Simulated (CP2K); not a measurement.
Two runs for the C K edge of 2-mercaptopyrrole. Run A: CP2K XAS_TDP, all-electron GAPW, PBEh(45%), aug-cc-pVDZ, TDA, no relativity. Run B has a fault in its input.

First lines with a strength over 0.0015. A:

```csv
atom,energy (eV),states,"strength, one atom"
"C2 (bonded to C, N and S)",283.19,1,0.0461
,284.86,1,0.0344
,285.52,1,0.0025
,286.22,1,0.0019
,287.48,1,0.0025
C3 (bonded to 2 C and H),281.98,1,0.0482
,284.08,1,0.0063
,284.33,1,0.0049
,284.63,1,0.0060
,285.17,1,0.0021
C4 (bonded to 2 C and H),282.28,1,0.0491
,283.76,1,0.0038
,283.97,1,0.0074
,284.58,1,0.0026
,285.48,1,0.0015
"C5 (bonded to C, N and H)",282.56,1,0.0521
,284.67,1,0.0103
,285.52,1,0.0024
,285.74,1,0.0016
,286.30,1,0.0016
```

B:

```csv
atom,energy (eV),states,"strength, one atom"
"C2 (bonded to C, N and S)",289.20,1,0.0453
,290.91,1,0.0353
,291.66,1,0.0026
,292.42,1,0.0020
,293.61,1,0.0036
C3 (bonded to 2 C and H),276.12,1,0.0498
,278.51,1,0.0063
,278.62,1,0.0056
,279.00,1,0.0063
,279.59,1,0.0019
C4 (bonded to 2 C and H),286.70,1,0.0478
,288.19,1,0.0051
,288.58,1,0.0078
,289.19,1,0.0026
,290.11,1,0.0015
"C5 (bonded to C, N and H)",285.50,1,0.0525
,287.89,1,0.0112
,288.69,1,0.0023
,288.91,1,0.0020
,289.51,1,0.0016
```

Question: What went wrong in run B?

The plane-wave cutoff is far too low (cutoff (Ry) to 60). Against PBEh(45%) in aug-cc-pVDZ, the leading lines move by +6.01 eV (C2, to 289.20), -5.86 eV (C3, to 276.12), +4.42 eV (C4, to 286.70) and +2.94 eV (C5, to 285.50). Another fault could leave a like mark.

[Banner, clock and machine lines of the logs are left out without a mark of their own.]

[Logs are printed without paths, hosts, clocks, repeated set-up lines and the standing remarks that a program may print on its own settings, such as how far it seeks lower states.]

[Hosts, paths, dates, database ids (printed as entryN), source tags and the programs' standing remarks are cut or masked in the printed files.]
